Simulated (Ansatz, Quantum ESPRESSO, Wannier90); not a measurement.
# Ballistic channels from Wannier functions: straight Ir chain, spacing 2.30 Å, part 5 of 6

How many channels does the wire offer, and does a small Wannier basis get them right? The wire: straight Ir chain, spacing 2.30 Å.

Quantum ESPRESSO 7.5 and Wannier90 3.1.0; plane-wave DFT, PBE, GBRV ultrasoft pseudopotentials; cross-check by Ansatz 0.2.0 with PAW datasets.

So far. Step 6 (Wannier functions and transport, with dis_win_max − E_F …): The outer window must hold at least num_wann states at every k: widen it, with enough bands computed to fill it. Step 9 (Localisation, bands and conductance): Bands and channels are those of the Wannier model: bands that were not projected, and all outside the frozen window, are missing or only approximate.

## Step 12: Localisation, bands and conductance, with dist_cutoff = 2.76

Level of this step: maximally localised Wannier functions and ballistic conductance; plane-wave DFT, PBE, GBRV ultrasoft pseudopotentials (Wannier90).

A sensitivity test on the input.

Input file wan_w.win:

```
num_wann = 9
num_bands = 36
num_iter = 200
num_print_cycles = 20
conv_tol = 1e-8
conv_window = 5
guiding_centres = true
dis_num_iter = 1500
dis_conv_tol = 1e-8
dis_win_min = -13.9515
dis_win_max = 17.0485
dis_froz_max = -1.4515
search_shells = 120
fermi_energy = -2.9515

transport = true
transport_mode = bulk
one_dim_axis = z
dist_cutoff = 2.76
dist_cutoff_mode = one_dim
tran_win_min = -4.0
tran_win_max = 2.0
tran_energy_step = 0.02

bands_plot = true
bands_num_points = 96
begin kpoint_path
G 0.0 0.0 0.0 Z 0.0 0.0 0.5
end kpoint_path

begin projections
Ir:s;p;d
end projections

begin unit_cell_cart
ang
  8.0000000000 0.0000000000 0.0000000000
  0.0000000000 8.0000000000 0.0000000000
  0.0000000000 0.0000000000 2.3000000000
end unit_cell_cart

begin atoms_frac
  Ir 0.0000000000 0.0000000000 0.0000000000
end atoms_frac

mp_grid = 1 1 16
begin kpoints
  0.0 0.0 0.0000000000
  0.0 0.0 0.0625000000
  0.0 0.0 0.1250000000
  0.0 0.0 0.1875000000
  0.0 0.0 0.2500000000
  0.0 0.0 0.3125000000
  0.0 0.0 0.3750000000
  0.0 0.0 0.4375000000
  0.0 0.0 0.5000000000
  0.0 0.0 0.5625000000
  0.0 0.0 0.6250000000
  0.0 0.0 0.6875000000
  0.0 0.0 0.7500000000
  0.0 0.0 0.8125000000
  0.0 0.0 0.8750000000
  0.0 0.0 0.9375000000
end kpoints
```

Started as:

```
$ OMP_NUM_THREADS=1 wannier90.x wan_w > wan_w.run.log
```

The log of the run:

```text
[banner, memory and clock lines left out]
+---------------------------------------------------+
             |                                                   |
             |                   WANNIER90                       |
             |                                                   |
             +---------------------------------------------------+
             |                                                   |
             |        Welcome to the Maximally-Localized         |
             |        Generalized Wannier Functions code         |
             |                             |
             |                                                   |
             |                                                   |
             |  Wannier90 Developer Group:                       |
             |    Giovanni Pizzi    (EPFL)                       |
             |    Valerio Vitale    (Cambridge)                  |
             |    David Vanderbilt  (Rutgers University)         |
             |    Nicola Marzari    (EPFL)                       |
             |    Ivo Souza         (Universidad del Pais Vasco) |
             |    Arash A. Mostofi  (Imperial College London)    |
             |    Jonathan R. Yates (University of Oxford)       |
             |                                                   |
             |  For the full list of Wannier90 3.x authors,      |
             |  please check the code documentation and the      |
             |  README on the GitHub page of the code            |
             |                                                   |
             |                                                   |
             |                                                   |
             |  [ref] "Wannier90 as a community code:            |
             |        new features and applications",            |
             |        165902 (2020).                             |
             |            |
             |                                                   |
             |  in any publications arising from the use of      |
             |                                                   |
             |  [ref] "Maximally Localized Generalised Wannier   |
             |         Functions for Composite Energy Bands"     |
             |         N. Marzari and D. Vanderbilt              |
             |         Phys. Rev. B 56 12847 (1997)              |
             |                                                   |
             |  [ref] "Maximally Localized Wannier Functions     |
             |         for Entangled Energy Bands"               |
             |         I. Souza, N. Marzari and D. Vanderbilt    |
             |         Phys. Rev. B 65 035109 (2001)             |
             |                                                   |
             |                                                   |
             | Copyright (c) 1996-2020                           |
             |        The Wannier90 Developer Group and          |
             |        individual contributors                    |
             |                                                   |
             |      Release: 3.1.0        5th March    2020      |
             |                                                   |
             | This program is free software; you can            |
             | redistribute it and/or modify it under the terms  |
             | of the GNU General Public License as published by |
             | the Free Software Foundation; either version 2 of |
             | the License, or (at your option) any later version|
             |                                                   |
             | This program is distributed in the hope that it   |
             | will be useful, but WITHOUT ANY WARRANTY; without |
             | even the implied warranty of MERCHANTABILITY or   |
             | FITNESS FOR A PARTICULAR PURPOSE. See the GNU     |
             | General Public License for more details.          |
             |                                                   |
             | You should have received a copy of the GNU General|
             | Public License along with this program; if not,   |
             | write to the Free Software Foundation, Inc.,      |
             | 675 Mass Ave, Cambridge, MA 02139, USA.           |
             |                                                   |
             +---------------------------------------------------+
             +---------------------------------------------------+

 ******************************************************************************
 * -> Using CODATA 2006 constant values                                       *
 *    (                      *
 * -> Using Bohr value from CODATA                                            *
 ******************************************************************************

 Running in serial (with parallel executable)

                                    ------
                                    SYSTEM
                                    ------

                              Lattice Vectors (Ang)
                    a_1     8.000000   0.000000   0.000000
                    a_2     0.000000   8.000000   0.000000
                    a_3     0.000000   0.000000   2.300000

                   Unit Cell Volume:     147.20000  (Ang^3)

                        Reciprocal-Space Vectors (Ang^-1)
                    b_1     0.785398   0.000000   0.000000
                    b_2     0.000000   0.785398   0.000000
                    b_3     0.000000   0.000000   2.731820

 *----------------------------------------------------------------------------*
 |   Site       Fractional Coordinate          Cartesian Coordinate (Ang)     |
 +----------------------------------------------------------------------------+
 | Ir   1   0.00000   0.00000   0.00000   |    0.00000   0.00000   0.00000    |
 *----------------------------------------------------------------------------*
                                ------------
                                K-POINT GRID
                                ------------

             Grid size =  1 x  1 x 16      Total points =   16

 *---------------------------------- MAIN ------------------------------------*
 |  Number of Wannier Functions               :                 9             |
 |  Number of Objective Wannier Functions     :                 9             |
 |  Number of input Bloch states              :                36             |
 |  Output verbosity (1=low, 5=high)          :                 1             |
[...]
Sum of centres and spreads ( -0.000342,  0.002850, -1.150047 )    11.41575118

     40    -0.506E-03     0.0719516138       11.4157511828       1.11  <-- CONV
        O_D=      0.0000838 O_OD=      3.2112400 O_TOT=     11.4157512 <-- SPRD
 Delta: O_D= -0.3252544E-04 O_OD= -0.4734879E-03 O_TOT= -0.5060134E-03 <-- DLTA
 Cycle:     60
[...]
Sum of centres and spreads ( -0.001685,  0.014025, -1.149990 )    11.41232315

     60    -0.162E-03     0.0320579200       11.4123231471       1.13  <-- CONV
        O_D=      0.0000586 O_OD=      3.2078372 O_TOT=     11.4123231 <-- SPRD
 Delta: O_D=  0.3490656E-04 O_OD= -0.1967569E-03 O_TOT= -0.1618503E-03 <-- DLTA
 Cycle:     80
[...]
Sum of centres and spreads ( -0.017216,  0.130574, -1.150038 )    11.37801451

     80    -0.772E-02     0.2590751222       11.3780145113       1.15  <-- CONV
        O_D=      0.0022075 O_OD=      3.1713797 O_TOT=     11.3780145 <-- SPRD
 Delta: O_D=  0.1164325E-02 O_OD= -0.8882518E-02 O_TOT= -0.7718193E-02 <-- DLTA
 Cycle:    100
[...]
Sum of centres and spreads ( -0.094510,  0.158804, -1.150039 )    10.95834091

    100    -0.149E-01     0.3570972785       10.9583409127       1.17  <-- CONV
        O_D=      0.0087004 O_OD=      2.7452132 O_TOT=     10.9583409 <-- SPRD
 Delta: O_D=  0.2729033E-02 O_OD= -0.1765085E-01 O_TOT= -0.1492182E-01 <-- DLTA

 Writing checkpoint file wan_w.chk... done

 Cycle:    120
[...]
Sum of centres and spreads ( -0.203598,  0.042032, -1.149876 )    10.58574743

    120    -0.286E-01     0.4763347019       10.5857474278       1.19  <-- CONV
        O_D=      0.0079660 O_OD=      2.3733541 O_TOT=     10.5857474 <-- SPRD
 Delta: O_D=  0.4408817E-02 O_OD= -0.3299417E-01 O_TOT= -0.2858535E-01 <-- DLTA
 Cycle:    140
[...]
Sum of centres and spreads ( -0.104640,  0.016605, -1.150014 )    10.24176337

    140    -0.117E-01     0.3163171409       10.2417633668       1.21  <-- CONV
        O_D=      0.0056443 O_OD=      2.0316917 O_TOT=     10.2417634 <-- SPRD
 Delta: O_D=  0.1537950E-02 O_OD= -0.1325963E-01 O_TOT= -0.1172168E-01 <-- DLTA
 Cycle:    160
[...]
Sum of centres and spreads ( -0.041477,  0.006220, -1.150006 )    10.13216433

    160    -0.216E-02     0.1340470296       10.1321643335       1.23  <-- CONV
        O_D=      0.0048997 O_OD=      1.9228373 O_TOT=     10.1321643 <-- SPRD
 Delta: O_D=  0.4221276E-03 O_OD= -0.2580358E-02 O_TOT= -0.2158230E-02 <-- DLTA
 Cycle:    180
[...]
Sum of centres and spreads ( -0.016827,  0.003266, -1.149991 )    10.10503152

    180    -0.677E-03     0.0782554372       10.1050315246       1.25  <-- CONV
        O_D=      0.0046568 O_OD=      1.8959474 O_TOT=     10.1050315 <-- SPRD
 Delta: O_D=  0.8670247E-04 O_OD= -0.7639773E-03 O_TOT= -0.6772749E-03 <-- DLTA
 Cycle:    200
[...]
Sum of centres and spreads ( -0.009498,  0.002322, -1.150001 )    10.09837879

    200    -0.230E-03     0.0444697701       10.0983787907       1.27  <-- CONV
        O_D=      0.0045850 O_OD=      1.8893664 O_TOT=     10.0983788 <-- SPRD
 Delta: O_D=  0.3921399E-04 O_OD= -0.2690506E-03 O_TOT= -0.2298367E-03 <-- DLTA

 Writing checkpoint file wan_w.chk... done

 Final State
[...]
WF centre and spread    2  (  0.001070, -0.000990, -1.149974 )     1.59516492
  WF centre and spread    3  ( -0.861425, -0.021997, -0.000011 )     1.42314382
  WF centre and spread    4  (  0.040218,  0.842545, -0.000012 )     1.40025073
  WF centre and spread    5  (  0.083696, -0.835187, -0.000027 )     1.39870149
  WF centre and spread    6  ( -0.000535, -0.000001,  0.000010 )     0.91031891
  WF centre and spread    7  ( -0.000002,  0.000263,  0.000022 )     0.91030350
  WF centre and spread    8  (  0.820623,  0.017704, -0.000006 )     1.38835354
  WF centre and spread    9  ( -0.093144, -0.000015, -0.000001 )     0.96618172
  Sum of centres and spreads ( -0.009498,  0.002322, -1.150001 )    10.09837879

         Spreads (Ang^2)       Omega I      =     8.204427359
        ================       Omega D      =     0.004584990
                               Omega OD     =     1.889366441
    Final Spread (Ang^2)       Omega Total  =    10.098378791
 Time for wannierise            0.190 (sec)

 Writing checkpoint file wan_w.chk... done

 *---------------------------------------------------------------------------*
 |                               PLOTTING                                    |
 *---------------------------------------------------------------------------*

 Translated centres
    translation centre in fractional coordinate:  0.000000  0.000000  0.000000
  WF centre     1  (  0.000002,  0.000000, -0.000002 )
  WF centre     2  (  0.001070, -0.000990, -1.149974 )
  WF centre     3  ( -0.861425, -0.021997, -0.000011 )
  WF centre     4  (  0.040218,  0.842545, -0.000012 )
  WF centre     5  (  0.083696, -0.835187, -0.000027 )
  WF centre     6  ( -0.000535, -0.000001,  0.000010 )
  WF centre     7  ( -0.000002,  0.000263,  0.000022 )
  WF centre     8  (  0.820623,  0.017704, -0.000006 )
  WF centre     9  ( -0.093144, -0.000015, -0.000001 )

 Calculating interpolated band-structure

 Time to calculate interpolated band structure       0.009 (sec)

 Time for plotting              0.013 (sec)

 *---------------------------------------------------------------------------*
 |                              TRANSPORT                                    |
 *---------------------------------------------------------------------------*

 Calculation of Quantum Conductance and DoS: bulk mode

 Maximum imaginary part of the real-space Hamiltonian:     0.002923

     Maximum real part of the real-space Hamiltonian at each lattice point
            Lattice point R           Max |H_ij(R)|
                  -9                     0.000000
                  -8                     0.000000
                  -7                     0.000000
                  -6                     0.000000
                  -5                     0.000000
                  -4                     0.000000
                  -3                     0.000000
                  -2                     0.000000
                  -1                     3.045406
                   0                     8.868503
                   1                     3.045406
                   2                     0.000000
                   3                     0.000000
                   4                     0.000000
                   5                     0.000000
                   6                     0.000000
                   7                     0.000000
                   8                     0.000000
                   9                     0.000000

 Number of unit cells inside the principal layer:     1
 Number of Wannier Functions inside the principal layer:     9

 Calculating quantum conductance and density of states... done

 Time for transport             0.040 (sec)
 Total Execution Time           1.412 (sec)

 *===========================================================================*
 |                             TIMING INFORMATION                            |
 *===========================================================================*
 |    Tag                                                Ncalls      Time (s)|
 |---------------------------------------------------------------------------|
 |kmesh: get                                        :         1         0.014|
 |overlap: allocate                                 :         1         0.000|
 |overlap: read                                     :         1         0.069|
 |dis: main                                         :         1         1.082|
 |wann: main                                        :         1         0.190|
 |plot: main                                        :         1         0.013|
 |tran: main                                        :         1         0.040|
 *---------------------------------------------------------------------------*

 All done: wannier90 exiting
[key lines of the parts left out:]
|  Fermi energy (eV)                         :            -2.951             |
```

The job ended after 1.9 s (1 MPI rank of Arm Neoverse V2, shared host; peak memory 0.09 GiB).

The changed values were drawn from a wide range, not chosen for quality; the comparison shows what they did here together.

The total spread is 10.1 against 10.1 Å². Between −2 and 1.5 eV the channel count differs from the first run's at 10 % of the energies, and at the Fermi level it is 6 against 6. Spreads don't depend on this cutoff; only the transport does.

(Continued in part 6 of 6.)

[Logs are printed without paths, hosts, clocks, repeated set-up lines and the standing remarks that a program may print on its own settings, such as how far it seeks lower states.]

[Hosts, paths, dates, database ids (printed as entryN), source tags and the programs' standing remarks are cut or masked in the printed files.]

[Maps of the electrostatic potential energy from Ansatz leave out the sawtooth potential of an applied field or a dipole correction, so their vacuum need not be flat; planar profiles and work functions include it.]
